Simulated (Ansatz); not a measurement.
**Where K_Mg puts its levels in the gap of MgO (Fm-3m)**

Charge states of K_Mg in MgO (Fm-3m), set against the band edges. Model: a cell of 54 host atoms with 1 Mg taken out and 1 K put in.

Main program and level: Ansatz 0.2.0; place-levels on r2SCAN runs: charge-transition levels and formation energies with image-charge correction and potential alignment at the atomic sites; PAW set soft_1.

**What experiment says.**

“Electronic structure of alkaline earth and post-transition metal oxides” (2009, arxiv:0908.1581) quotes from earlier work for MgO, rocksalt (bulk crystal): band gap (literature experimental gap) 7.83 eV [Literature value based on experiment; other listed experimental values range from 7.7 to …].

### 1. Starting point

The cell holds 54 atoms: 26 Mg, 27 O and 1 K. Cell: a = 8.925 Å, b = 8.925 Å, c = 8.925 Å, α = 60.0°, β = 60.0°, γ = 60.0°. It derives from MgO (space group Fm-3m). Nearest the centre at fractional (0.667, 0.667, 0.333): K51 at 0.00 Å, O28 at 2.10 Å, O44 at 2.10 Å, O32 at 2.10 Å, O34 at 2.10 Å, O46 at 2.10 Å, O50 at 2.10 Å, Mg9 at 2.98 Å.

Coordinates:

```xyz
54
Lattice="0.0000 6.3112 6.3112 6.3112 0.0000 6.3112 6.3112 6.3112 0.0000" Properties=species:S:1:pos:R:3 pbc="T T T"
Mg    0.0000    0.0000    0.0000
O     2.1037    2.1037    2.1037
Mg    2.1037    2.1037    0.0000
O     4.2075    4.2075    2.1037
Mg    4.2075    4.2075    0.0000
O     6.3112    6.3112    2.1037
Mg    2.1037    0.0000    2.1037
O     4.2075    2.1037    4.2075
Mg    4.2075    2.1037    2.1037
O     6.3112    4.2075    4.2075
Mg    6.3112    4.2075    2.1037
O     8.4150    6.3112    4.2075
Mg    4.2075    0.0000    4.2075
O     6.3112    2.1037    6.3112
Mg    6.3112    2.1037    4.2075
O     8.4150    4.2075    6.3112
Mg    8.4150    4.2075    4.2075
O    10.5187    6.3112    6.3112
Mg    0.0000    2.1037    2.1037
O     2.1037    4.2075    4.2075
Mg    2.1037    4.2075    2.1037
O     4.2075    6.3112    4.2075
Mg    4.2075    6.3112    2.1037
O     6.3112    8.4150    4.2075
Mg    2.1037    2.1037    4.2075
O     4.2075    4.2075    6.3112
Mg    4.2075    4.2075    4.2075
O     6.3112    6.3112    6.3112
Mg    6.3112    6.3112    4.2075
O     8.4150    8.4150    6.3112
Mg    4.2075    2.1037    6.3112
O     6.3112    4.2075    8.4150
Mg    6.3112    4.2075    6.3112
O     8.4150    6.3112    8.4150
Mg    8.4150    6.3112    6.3112
O    10.5187    8.4150    8.4150
Mg    0.0000    4.2075    4.2075
O     2.1037    6.3112    6.3112
Mg    2.1037    6.3112    4.2075
O     4.2075    8.4150    6.3112
Mg    4.2075    8.4150    4.2075
O     6.3112   10.5187    6.3112
Mg    2.1037    4.2075    6.3112
O     4.2075    6.3112    8.4150
Mg    4.2075    6.3112    6.3112
O     6.3112    8.4150    8.4150
Mg    6.3112    8.4150    6.3112
O     8.4150   10.5187    8.4150
Mg    4.2075    4.2075    8.4150
O     6.3112    6.3112   10.5187
K     6.3112    6.3112    8.4150
O     8.4150    8.4150   10.5187
Mg    8.4150    8.4150    8.4150
O    10.5187   10.5187   10.5187
```

Screening for the image-charge correction: ε∞ = 3.24, ε0 = 10.37, from a response run on this crystal (DFPT, PBEsol) at that run's own cell.

The cell's shortest repeat is 8.9 Å.

### 2. The runs of each charge state

Levels follow from differences of total energies between charge states, each relaxed by itself.

Each atom starts 0.05 Å or so off its site in a random direction: a symmetric start keeps its symmetry, and would miss off-centre moves and Jahn–Teller distortions. Forces are taken at one point at (¼, ¼, ¼). The cell holds 1 electron more than the neutral one, with a uniform background that keeps it neutral on the whole.

The sampling was tested on the host first: at the k-points planned (1x1x1 shifted 0.25 0.25 0.25) its energy lies 0.020 eV an atom from the dense-mesh value, under the bound of 0.02 eV set for this test; that bounds the host's error, not the defect's.

One state's input; the others differ in charge, spin, start and seed, and in occupations where the table says so.

File qm1.relax/input.yaml:

```yaml
crystal:
  lattice:
    - [0.0, 2.10374764, 2.10374764]
    - [2.10374764, 0.0, 2.10374764]
    - [2.10374764, 2.10374764, 0.0]
  atoms:
    - { symbol: Mg, position: [0.0, 0.0, 0.0] }
    - { symbol: O, position: [0.5, 0.5, 0.5] }
  supercell: [3, 3, 3]
  defects: [{ substitution: { at: 50, symbol: K } }]
total_charge: -1
basis:
  ecutwfc: 500
  xc_grid: 2
hamiltonian:
  xc: r2scan
  pseudopotentials: { kind: paw, azcp: { folder: soft_1 } }
kpoints:
  mp_grid: { grid: [1, 1, 1], shift: [0.25, 0.25, 0.25] }
scf:
  occupations: { method: fixed }
  max_iter: 80
output:
  forces: true
  charged_corrections: { epsilon: 3.24, static_epsilon: 10.37 }
relax:
  f_tol: 0.02
  max_steps: 80
  random_displacement: { amplitude: 0.05, seed: 2223 }
checkpoint:
  write: "../qm1.relax.run"
  compress: false
  write_wavefunctions: true
  write_every: 100000
```

Command:

```console
$ ansatz run input.yaml --threads 4 --pin off --max-ram 7536MiB --backend cpu --events-out ev --progress --plain --runs-dir out
```

The relaxed structure is kept and the sampling changed to a 2×2×2 shifted mesh.

The run of this state that the levels use, under r2SCAN:

File qm1.point/input.yaml:

```yaml
crystal:
  checkpoint: "../qm1.relax.run"
  host: checkpoint
total_charge: -1
basis:
  ecutwfc: 500
  xc_grid: 2
hamiltonian:
  xc: r2scan
  pseudopotentials: { kind: paw, azcp: { folder: soft_1 } }
kpoints:
  mp_grid: { grid: [2, 2, 2], shift: [0.5, 0.5, 0.5] }
scf:
  occupations: { method: fermi_dirac, width: 0.01 }
  max_iter: 80
output:
  forces: true
  eigenvalues: true
  charged_corrections:
    epsilon: 3.24
    static_epsilon: 10.37
    defect_position: [0.666667, 0.666667, 0.333333]
  eigenstates: { localisation: true }
  populations: true
  band_densities: [{ bands: [v1, v1] }, { bands: [c1, c1] }]
  write_density: true
  write_potential: true
  volumetric_format: npy
checkpoint:
  read: "../qm1.relax.run"
  write: "../qm1.point.run"
  compress: false
  write_wavefunctions: false
  write_every: 100000
```

Relaxations under r2SCAN at one point at (¼, ¼, ¼); times on 4 threads of Arm Neoverse V1, shared host:

```tsv
charge	moment (μB)	occupations	outcome	steps	largest displacement against the far atoms (Å)	time
−1	0	fixed	converged	5	0.20	63 s
0	1	fixed	converged	7	0.20	5.2 min
+1	0	fixed	not converged	-	-	68 s
+1	0	fermi-dirac	converged	7	0.20	2.1 min
+1	2	fixed	converged	6	0.19	3.6 min
```

Single points under r2SCAN at a 2×2×2 shifted mesh; times on 4 threads of Arm Neoverse V1, shared host:

```tsv
charge	moment (μB)	occupations	outcome	time
−1	0	fermi-dirac	converged	65 s
0	1	fermi-dirac	converged	3.2 min
+1	0	fermi-dirac	converged	77 s
+1	2	fermi-dirac	converged	3.4 min
```

Distances (Å) from K51 to the nearest atoms after relaxation with r2SCAN:

```tsv
charge	moment (μB)	1.	2.	3.	4.	5.	6.
−1	0	O 2.30	O 2.30	O 2.30	O 2.30	O 2.30	O 2.30
0	1	O 2.29	O 2.29	O 2.30	O 2.30	O 2.30	O 2.30
+1	0	O 2.30	O 2.30	O 2.30	O 2.30	O 2.30	O 2.30
+1	2	O 2.29	O 2.29	O 2.29	O 2.29	O 2.29	O 2.29
```

### 3. place-levels, r2SCAN

A charged cell interacts with its images and the background, and its potential has another zero than the host's. place-levels removes the first by a point-charge model, screened by the static dielectric constant since the ions have relaxed around the charge, and the second by comparing potentials at atoms far from the defect.

The host is a run of the defect-free crystal in the same cutoffs, grids and k-points, so that basis and sampling errors cancel in part in the differences. The host is run in a cell of 2 atoms on a matching mesh. Its band edges are searched through the zone by a band path, so the gap is smaller than, or equal to, that on the mesh. Chemical potentials are energies per atom of Mg (hcp) and K (bcc), run with the same functional and cutoff.

File levels.point.yaml:

```yaml
host:
  run: host.point.run
states: [qm1.point.run, q0_M1.point.run, qp1.point.run, qp1_M2.point.run]
geometry_from:
  qm1.point.run: qm1.relax.run
  q0_M1.point.run: q0_M1.relax.run
  qp1.point.run: qp1.relax_smeared.run
  qp1_M2.point.run: qp1_M2.relax.run
chemical_potentials:
  Mg:
    energy: -1926.407918
    dataset: "<sha256 of the dataset>"
  K:
    energy: -1542.48138
    dataset: <sha256 of the dataset>
epsilon: 3.24
static_epsilon: 10.37
vertical:
  - { from: qm1.point.run, to: qm1.point_neutral.run }
  - { from: qp1.point.run, to: qp1.point_neutral.run }
  - { from: qp1_M2.point.run, to: qp1_M2.point_neutral.run }
```

Command:

```console
$ ansatz place-levels levels.point.yaml -- --threads 4 --pin off --max-ram 7536MiB
```

Numbers of over 12 decimals in the logs are rounded to 6 here.

Output:

```text
[... repeated set-up lines and file paths are left out, and long positions are rounded to six places ...]
(+1/0) 0.000 eV above the valence edge (-0.100 eV without the band-filling correction), 5.678 eV under the conduction edge
(0/-1) 0.390 eV above the valence edge, 5.288 eV under the conduction edge
formation energy of charge +1: +7.933 eV with the Fermi level at the valence edge
formation energy of charge 0: +7.933 eV with the Fermi level at the valence edge
formation energy of charge -1: +8.322 eV with the Fermi level at the valence edge
vertical -1 to 0: no energy, since no alignment is typed
  the change from vertical[0].from (qm1.point.run) to vertical[0].to (qm1.point_neutral.run): by its potential at epsilon 3.24 it stands at 0.667 0.666 0.333, with an rms radius of about 3.6 Å (2.1 2.1 2.1 Å across the planes of the cell's vectors); [...]
vertical +1 to 0: no energy, since no alignment is typed
  the change from vertical[1].from (qp1.point.run) to vertical[1].to (qp1.point_neutral.run): by its potential at epsilon 3.24 it stands at 0.666 0.667 0.333, with an rms radius of about 4.8 Å (2.8 2.8 2.8 Å across the planes of the cell's vectors); [...]
vertical +1 to 0: no energy, since no alignment is typed
  the change from vertical[2].from (qp1_M2.point.run) to vertical[2].to (qp1_M2.point_neutral.run): by its potential at epsilon 3.24 it stands at 0.668 0.668 0.334, with an rms radius of about 3.6 Å (2.1 2.1 2.1 Å across the planes of the cell's vectors); [...]
  edges by r2scan, gap 5.678 eV; the host is sampled to repeats of 17.85 Å
  the defect's cells are sampled to repeats of 17.85 Å, like sampling
  charge +1: -67070.4345 eV with its correction of +0.265 eV, at epsilon 10.37, aligned at sites: +0.0131 eV, mean over 21 atomic sites at or beyond 4.46 Å from the defect at [0.6667, 0.6667, 0.3333], with +0.000000 for the charge's moments and without [...]
  charge 0: +0.000 eV for its dipole among its images, +0.000 omitted
  states[1] (q0_M1.point.run): levels filled in part (TS 0.004 eV): its energy is of no whole electron's
  charge -1: -67054.7763 eV with its correction of +0.111 eV, at epsilon 10.37, aligned at sites: +0.1413 eV, mean over 21 atomic sites at or beyond 4.46 Å from the defect at [0.6667, 0.6667, 0.3333], with +0.000000 for the charge's moments and without [...]
  charge +1: states[2] (qp1.point.run) stands 0.083 eV higher, with a moment of 0.00 μB against 2.00
  states[2] (qp1.point.run): levels filled in part (TS 0.013 eV): its energy is of no whole electron's
  of states[3] (qp1_M2.point.run): it parts from the run at its places by a charge that spreads by about 2.1 Å along one vector (1.3 Å or more is wide), by its potential at epsilon 3.24, taken for that of held ions (one typed too small widens it), where the [...]
  of states[1] (q0_M1.point.run): its alignment with the host at atomic sites is doubtful: the cell is too small to show whether the defect's potential has decayed: take a larger one; stability_check_not_made
  of states[0] (qm1.point.run): it parts from the run at its places by a charge that spreads by about 2.1 Å along one vector (1.3 Å or more is wide), by its potential at epsilon 3.24, taken for that of held ions (one typed too small widens it), where the cell [...]
  of states[2] (qp1.point.run): how wide its charge is, is not read beside other atoms or cores, and a band state would take no correction. [...]
  of vertical[0].from (qm1.point.run): it parts from the run at its places by a charge that spreads by about 2.1 Å along one vector (1.3 Å or more is wide), by its potential at epsilon 3.24, taken for that of held ions (one typed too small widens it), where [...]
  vertical[0].to (qm1.point_neutral.run): levels filled in part (TS 0.005 eV): its energy is of no whole electron's
  of vertical[0].to (qm1.point_neutral.run): stability_check_not_made
  vertical[1].from (qp1.point.run): levels filled in part (TS 0.013 eV): its energy is of no whole electron's
  of vertical[1].from (qp1.point.run): it parts from the run at its places by a charge that spreads by about 2.8 Å along one vector (1.3 Å or more is wide), by its potential at epsilon 3.24, taken for that of held ions (one typed too small widens it), where [...]
  vertical[1].to (qp1.point_neutral.run): levels filled in part (TS 0.005 eV): its energy is of no whole electron's
  of vertical[1].to (qp1.point_neutral.run): stability_check_not_made
  of vertical[2].from (qp1_M2.point.run): stability_check_not_made; [...]
  vertical[2].to (qp1_M2.point_neutral.run): levels filled in part (TS 0.005 eV): its energy is of no whole electron's
  of vertical[2].to (qp1_M2.point_neutral.run): it set out from the moments of a save, which an earlier run chose (saved_moments_taken); stability_check_not_made
```

The job ended after 0.46 s (4 threads of Arm Neoverse V1, shared host).

Levels between the charges placed, in eV above the valence top:

```tsv
	gap (eV)	(+1/0)	(0/−1)
r2SCAN	5.68	0.00	0.39
```

Corrections by state:

```tsv
charge	moment (μB)	image terms and alignment (eV)	band filling (eV)	ε used	over the lowest of its charge, as the program ranks them, band filling apart (eV)
+1	2.0	0.265	-0.100	10.37	0.000
0	1.0	0.000	-	-	0.000
−1	0.0	0.111	-	10.37	0.000
+1	0.0	0.211	-	10.37	0.083
```

The charged structures listed were also run neutral, and place-levels reads from each pair, by the potential or the spins, how wide the charge is by which they differ; that can be the carrier of either run.

```tsv
charge	rms radius (Å)	spread where it is widest against the cell (Å)	wide from (Å)	reading
+1	3.6	2.07	1.26	wide
−1	3.6	2.08	1.26	wide
```

The neutral runs of these pairs need not share the spin of the lowest neutral state, and very wide values only mean spread over the cell.

From the program's caveats on the states, each cut to its opening words:

- charge +1 (2 μB), −1: it parts from the run at its places by a charge that spreads by about 2.1 Å along one vector (1.3 Å or more is wide), by its potential at epsilon 3.24, taken [...]
- charge +1 (2 μB): a band-filling correction moves a carrier to the host's band edge, which changes its energy by -0.100 eV
- charge +1 (2 μB), 0 (1 μB), −1, +1: its alignment with the host at atomic sites is doubtful: the cell is too small to show whether the defect's potential has decayed: take a larger one
- charge +1 (2 μB), 0 (1 μB): flagged: stability check not made
- charge +1: how wide its charge is, is not read beside other atoms or cores, and a band state would take no correction

Chemical potentials of the elements' reference phases, run alike. Formation energies (elemental references), with the Fermi level at the valence top and at the conduction bottom (gap 5.68 eV):

```tsv
charge	at valence top (eV)	at conduction bottom (eV)	correction included (eV)
+1	7.93	13.61	0.17
0	7.93	7.93	0.00
−1	8.32	2.64	0.11
```

(Fermi level (eV), lowest formation energy (eV)): (0.00, 7.93), (0.52, 7.81), (1.03, 7.29), (1.55, 6.77), (2.06, 6.26), (2.58, 5.74), (3.10, 5.22), (3.61, 4.71), (4.13, 4.19), (4.65, 3.68), (5.16, 3.16), (5.68, 2.64)

### 4. Results

```
gap of the host                                                             : 5.68 eV (r2SCAN)
level (plus 1/0)                                                            : 0.00 eV above the valence top (-0.10 eV above the valence top without the band-filling term)
level (0/minus 1)                                                           : 0.39 eV above the valence top
lowest of the charges placed, just above the valence top (0.02 eV)          : 0
lowest of the charges placed, just below the conduction bottom (0.02 eV)    : −1
lowest formation energy at mid-gap of the charges run, elemental references : 5.48 eV
```

What this shows: Of the charges placed (−1, 0 and +1), the lowest changes at 0.39 eV (0/−1) above the valence top, in a gap of 5.68 eV. Charges below −1 were not placed, so these runs say nothing of levels that involve them. States placed: +1 at 2 μB and 0 μB; 0 at 1 μB; −1 at 0 μB. Other spin states or structures, where not listed, weren't placed. The program finds carriers beyond a band edge of the host and adds a band-filling term at charge +1 (-0.10 eV); steps to such a charge show no bound level, and a defect level inside a band would be read the same way. K is taken at its element; compounds, which aren't counted here, bound the chemical potentials and would shift these formation energies. The program doubts the alignment of potentials for at least one state, a sign that the cell is small. Keep in mind: the images are only 8.9 Å apart; r2SCAN makes the gap too small and tends to spread out bound carriers; where a gas molecule sets a chemical potential or the host's formation energy, its binding is uncorrected; force components of up to 0.17 eV/Å remain in a run at the final settings.

Computed beside measured:

| quantity | measured | r2SCAN |
| --- | --- | --- |
| band gap (least gap of the host) (eV) | 7.83 | 5.68 (-2.15 eV) |

Measured values from arxiv:0908.1581 (2009).

Verdict: The band gap is off by -2.15 eV: a clear miss. Local and semilocal functionals usually give gaps below the measured ones. Zero-point and thermal motion shift the measured gap.

[Logs are printed without paths, hosts, clocks, repeated set-up lines and the standing remarks that a program may print on its own settings, such as how far it seeks lower states.]

[Hosts, paths, dates, database ids (printed as entryN), source tags and the programs' standing remarks are cut or masked in the printed files.]

[Where a table of states has a column of steps, it counts the stored structures, which are thinned; the runs took as many ionic steps or more.]

[A defect's name tells the site on which it was built; relaxed atoms can leave that site.]

[For some hosts the program warned that the k-mesh of the response run may be too coarse for force constants and the static dielectric constant; such warnings are not shown here.]
